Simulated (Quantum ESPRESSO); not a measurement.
# CoGe: which magnetic order is lowest, part 2 of 2

A self-consistent run ends on one state, which hangs on the start. Several orders of CoGe are started in Quantum ESPRESSO and their energies compared.

Quantum ESPRESSO 7.5; LDA; plane waves with GBRV 1.5 LDA potentials, no spin-orbit coupling.

So far: Starting point; Run 1 (ferro ++++).

### 3. Run 2, typed as antiferro ++−−

pw.in reads:

```
&CONTROL
  calculation = 'scf'
  prefix = 'pwscf'
  outdir = './tmp'
  pseudo_dir = './pseudo'
  disk_io = 'nowf'
/
&SYSTEM
  ibrav = 0
  celldm(1) = 8
  nat = 8
  ntyp = 3
  ecutwfc = 40
  ecutrho = 280
  nbnd = 77
  occupations = 'smearing'
  smearing = 'fd'
  degauss = 0.00734986
  nspin = 2
  starting_magnetization(1) = 0.1176
  starting_magnetization(2) = -0.1176
  starting_magnetization(3) = 0
/
&ELECTRONS
  conv_thr = 1.6d-08
  electron_maxstep = 150
  mixing_beta = 0.3
/
ATOMIC_SPECIES
Co1    58.9332 co_lda_v1.2.uspp.F.UPF
Co2    58.9332 co_lda_v1.2.uspp.F.UPF
Ge     72.6300 ge_lda_v1.4.uspp.F.UPF
CELL_PARAMETERS alat
   1.0817441127580    0.0000000000000    0.0000000000000
   0.0000000000000    1.0817441127580    0.0000000000000
   0.0000000000000    0.0000000000000    1.0817441127580
ATOMIC_POSITIONS crystal
Co1     0.1368306200    0.1368306200    0.1368306200
Co1     0.3631693800    0.8631693800    0.6368306200
Co2     0.6368306200    0.3631693800    0.8631693800
Co2     0.8631693800    0.6368306200    0.3631693800
Ge      0.8398082100    0.8398082100    0.8398082100
Ge      0.6601917900    0.1601917900    0.3398082100
Ge      0.3398082100    0.6601917900    0.1601917900
Ge      0.1601917900    0.3398082100    0.6601917900
K_POINTS automatic
6 6 6 0 0 0
```

The run is started by

```bash
$ OMP_NUM_THREADS=1 mpirun -n 4 pw.x -nk 4 -in pw.in > pw.out
```

What it wrote:

```text
[banner, memory and clock lines left out]
Program PWSCF v.7.5 starts

     Message from routine setup:
     using ibrav=0 with symmetry is DISCOURAGED, use correct ibrav instead

     bravais-lattice index     =            0
     lattice parameter (alat)  =       8.0000  a.u.
     unit-cell volume          =     648.1023 (a.u.)^3
     number of atoms/cell      =            8
     number of atomic types    =            3
     number of electrons       =       124.00
     number of Kohn-Sham states=           77
     kinetic-energy cutoff     =      40.0000  Ry
     charge density cutoff     =     280.0000  Ry
     scf convergence threshold =      1.6E-08
     mixing beta               =       0.3000
     number of iterations used =            8  plain     mixing
     Exchange-correlation=  SLA  PZ   NOGX NOGC
                           (   1   1   0   0   0   0   0)

     celldm(1)=   8.000000  celldm(2)=   0.000000  celldm(3)=   0.000000
     celldm(4)=   0.000000  celldm(5)=   0.000000  celldm(6)=   0.000000

     crystal axes: (cart. coord. in units of alat)
               a(1) = (   1.081744   0.000000   0.000000 )
               a(2) = (   0.000000   1.081744   0.000000 )
               a(3) = (   0.000000   0.000000   1.081744 )

     reciprocal axes: (cart. coord. in units 2 pi/alat)
               b(1) = (  0.924433  0.000000  0.000000 )
               b(2) = (  0.000000  0.924433  0.000000 )
               b(3) = (  0.000000  0.000000  0.924433 )

     PseudoPot. # 1 for Co read from file:
     co_lda_v1.2.uspp.F.UPF
     Pseudo is Ultrasoft + core correction, Zval = 17.0

     PseudoPot. # 2 for Co read from file:
     co_lda_v1.2.uspp.F.UPF
     Pseudo is Ultrasoft + core correction, Zval = 17.0

     PseudoPot. # 3 for Ge read from file:
     ge_lda_v1.4.uspp.F.UPF
     Pseudo is Ultrasoft + core correction, Zval = 14.0

     atomic species   valence    mass     pseudopotential
     Co1              17.00    58.93320     Co( 1.00)
     Co2              17.00    58.93320     Co( 1.00)
     Ge               14.00    72.63000     Ge( 1.00)

     Starting magnetic structure
     atomic species   magnetization
     Co1             0.118
     Co2            -0.118
     Ge              0.000

      2 Sym. Ops. (no inversion) found ( 1 have fractional translation)

   Cartesian axes

     site n.     atom                  positions (alat units)
         1        Co1    tau(   1) = (   0.1480157   0.1480157   0.1480157  )
         2        Co1    tau(   2) = (   0.3928563   0.9337284   0.6888878  )
         3        Co2    tau(   3) = (   0.6888878   0.3928563   0.9337284  )
         4        Co2    tau(   4) = (   0.9337284   0.6888878   0.3928563  )
         5        Ge     tau(   5) = (   0.9084576   0.9084576   0.9084576  )
         6        Ge     tau(   6) = (   0.7141586   0.1732865   0.3675855  )
         7        Ge     tau(   7) = (   0.3675855   0.7141586   0.1732865  )
         8        Ge     tau(   8) = (   0.1732865   0.3675855   0.7141586  )

     number of k points=    80  Fermi-Dirac smearing, width (Ry)=  0.0073
                       cart. coord. in units 2pi/alat
        k(    1) = (   0.0000000   0.0000000   0.0000000), wk =   0.0046296
        k(    2) = (   0.0000000   0.0000000   0.1540722), wk =   0.0092593
        k(    3) = (   0.0000000   0.0000000   0.3081443), wk =   0.0092593
        k(    4) = (   0.0000000   0.0000000  -0.4622165), wk =   0.0046296
        k(    5) = (   0.0000000   0.1540722   0.1540722), wk =   0.0185185
        [... 75 further k-points ...]

     Dense  grid:    51435 G-vectors     FFT dimensions: (  48,  48,  48)

     Smooth grid:    22119 G-vectors     FFT dimensions: (  36,  36,  36)

     Check: negative core charge=   -0.000026
     Generating pointlists ...
     new r_m :   0.2296 (alat units)  1.8365 (a.u.) for type    1
     new r_m :   0.2296 (alat units)  1.8365 (a.u.) for type    2
     new r_m :   0.2296 (alat units)  1.8365 (a.u.) for type    3

     Initial potential from superposition of free atoms

     starting charge     119.9971, renormalised to     124.0000
     Starting wfcs are   88 randomized atomic wfcs

     Self-consistent Calculation

     iteration #  1     ecut=    40.00 Ry     beta= 0.30
     Davidson diagonalization with overlap
     ethr =  1.00E-02,  avg # of iterations =  2.4

     total energy              =   -2042.32978428 Ry
     estimated scf accuracy    <      13.55755993 Ry

     total magnetization       =    -0.00 Bohr mag/cell
     absolute magnetization    =     5.41 Bohr mag/cell

     iteration #  2     ecut=    40.00 Ry     beta= 0.30
     Davidson diagonalization with overlap
     ethr =  1.00E-02,  avg # of iterations =  2.0

     total energy              =   -2044.48469059 Ry
     estimated scf accuracy    <      12.79490151 Ry

     total magnetization       =     0.00 Bohr mag/cell
     absolute magnetization    =     1.62 Bohr mag/cell

     [... further iterations left out ...]

     iteration # 14     ecut=    40.00 Ry     beta= 0.30
     Davidson diagonalization with overlap
     ethr =  3.65E-10,  avg # of iterations =  2.0

     total energy              =   -2045.89208079 Ry
     estimated scf accuracy    <       0.00000005 Ry

     total magnetization       =    -0.00 Bohr mag/cell
     absolute magnetization    =     0.00 Bohr mag/cell

     iteration # 15     ecut=    40.00 Ry     beta= 0.30
     Davidson diagonalization with overlap
     ethr =  3.74E-11,  avg # of iterations =  1.6

     Magnetic moment per site  (integrated on atomic sphere of radius R)
     atom   1 (R=0.230)  charge= 15.4344  magn= -0.0001
     atom   2 (R=0.230)  charge= 15.4344  magn= -0.0001
     atom   3 (R=0.230)  charge= 15.4344  magn= -0.0000
     atom   4 (R=0.230)  charge= 15.4344  magn= -0.0000
     atom   5 (R=0.230)  charge= 11.6697  magn=  0.0000
     atom   6 (R=0.230)  charge= 11.6697  magn=  0.0000
     atom   7 (R=0.230)  charge= 11.6697  magn=  0.0000
     atom   8 (R=0.230)  charge= 11.6697  magn=  0.0000

     End of self-consistent calculation

     Number of k-points >= 100: set verbosity='high' to print the bands.

     the Fermi energy is    17.3178 ev

!    total energy              =   -2045.89208079 Ry
     estimated scf accuracy    <          4.3E-09 Ry
     smearing contrib. (-TS)   =      -0.00806993 Ry
     internal energy E=F+TS    =   -2045.88401086 Ry

     The total energy is F=E-TS. E is the sum of the following terms:
     one-electron contribution =   -1033.31234098 Ry
     hartree contribution      =     627.92398848 Ry
     xc contribution           =    -359.07432542 Ry
     ewald contribution        =   -1281.42133294 Ry

     total magnetization       =    -0.00 Bohr mag/cell
     absolute magnetization    =     0.00 Bohr mag/cell

     convergence has been achieved in  15 iterations
```

Elapsed: 4.6 min, on 4 MPI ranks of Arm Neoverse V1, shared host; peak memory 1 GiB.

Spin moment in the atom's sphere by atom:

| atom | spin moment in the atom's sphere (μB) |
| --- | --- |
| Co1 | -0.0001 |
| Co2 | -0.0001 |
| Co3 | 0.0000 |
| Co4 | 0.0000 |
| Ge5 | 0.0000 |
| Ge6 | 0.0000 |
| Ge7 | 0.0000 |
| Ge8 | 0.0000 |

Read from the output:

```yaml
smearing_term_ts: 0.1098 eV
magnetization: 0 μB
absolute_magnetization: 0 μB
final_state: non-magnetic
```

### 4. Start 3: ferri +++−

pw.in, as its differences from that of step 3:

```diff
@@ -14,3 +14,3 @@
   ecutrho = 280
-  nbnd = 77
+  nbnd = 79
   occupations = 'smearing'
@@ -39,3 +39,3 @@
 Co1     0.3631693800    0.8631693800    0.6368306200
-Co2     0.6368306200    0.3631693800    0.8631693800
+Co1     0.6368306200    0.3631693800    0.8631693800
 Co2     0.8631693800    0.6368306200    0.3631693800
```

What it wrote:

```text
     [... lines left out ...]
Program PWSCF v.7.5 starts
     [... lines left out ...]
     number of atoms/cell      =            8
     [... lines left out ...]
     number of electrons       =       124.00
     number of Kohn-Sham states=           79
     kinetic-energy cutoff     =      40.0000  Ry
     charge density cutoff     =     280.0000  Ry
     scf convergence threshold =      1.6E-08
     [... lines left out ...]
      3 Sym. Ops. (no inversion) found ( 2 have fractional translation)
     [... lines left out ...]
     number of k points=    40  Fermi-Dirac smearing, width (Ry)=  0.0073
     [... lines left out ...]
     iteration # 16     ecut=    40.00 Ry     beta= 0.30
     [... lines left out ...]
     Magnetic moment per site  (integrated on atomic sphere of radius R)
     atom   1 (R=0.230)  charge= 15.4344  magn= -0.0000
     atom   2 (R=0.230)  charge= 15.4344  magn= -0.0000
     atom   3 (R=0.230)  charge= 15.4344  magn= -0.0000
     atom   4 (R=0.230)  charge= 15.4344  magn= -0.0003
     atom   5 (R=0.230)  charge= 11.6697  magn=  0.0000
     atom   6 (R=0.230)  charge= 11.6697  magn=  0.0000
     atom   7 (R=0.230)  charge= 11.6697  magn=  0.0000
     atom   8 (R=0.230)  charge= 11.6697  magn=  0.0000
     [... lines left out ...]
     the Fermi energy is    17.3177 ev
!    total energy              =   -2045.89208079 Ry
     estimated scf accuracy    <       0.00000001 Ry
     smearing contrib. (-TS)   =      -0.00806981 Ry
     [... lines left out ...]
     total magnetization       =    -0.00 Bohr mag/cell
     absolute magnetization    =     0.00 Bohr mag/cell
     convergence has been achieved in  16 iterations
```

The job ended after 2.4 min (4 MPI ranks; peak memory 0.75 GiB).

Spin moment in the atom's sphere by atom:

| atom | spin moment in the atom's sphere (μB) |
| --- | --- |
| Co1 | 0.0000 |
| Co2 | 0.0000 |
| Co3 | 0.0000 |
| Co4 | -0.0003 |
| Ge5 | 0.0000 |
| Ge6 | 0.0000 |
| Ge7 | 0.0000 |
| Ge8 | 0.0000 |

Numbers from this step:

- smearing term TS: 0.1098 eV
- magnetization: 0 μB
- absolute magnetization: 0 μB
- final state: non-magnetic

### 5. Energies of the orders

An order is kept where moments of 0.15 μB or more survive with the typed signs; meshes match where a doubled cell samples the same k points as the first cell.

Orders:

| start | final state | typed order kept | energy over the lowest (meV a seeded atom) | largest site moment (μB) | net moment (μB a cell of the first run) | mesh matched | CPU time (s) |
| --- | --- | --- | --- | --- | --- | --- | --- |
| ferro ++++ | non-magnetic | no | 0 | 0 | 0 | yes | 338.4 |
| antiferro ++-- | non-magnetic | no | 0 | 0 | 0 | yes | 1096 |
| ferri +++- | non-magnetic | no | 0 | 0 | 0 | yes | 580 |

### 6. Results

* lowest state found: non-magnetic (from ferro ++++, antiferro ++-- and ferri +++-)
* largest site moment: 0 μB

In words: The lowest state carries no moment, and no start kept one. Only these 3 starts were compared; other wavevectors, canted and longer-period orders were not. Energies are free energies at an electronic temperature of 1160 K, which lowers moments and differences where the moments are itinerant.

[Logs and program files are shortened in this print: banners, set-up blocks, solver, clock and traceback lines can be left out without a mark of their own.]

[Logs are printed without paths, hosts, clocks, repeated set-up lines and the standing remarks that a program may print on its own settings, such as how far it seeks lower states.]

[Hosts, paths, dates, database ids (printed as entryN), source tags and the programs' standing remarks are cut or masked in the printed files.]

[Where a cell is said to come from a database of computed structures, the database is the Materials Project.]
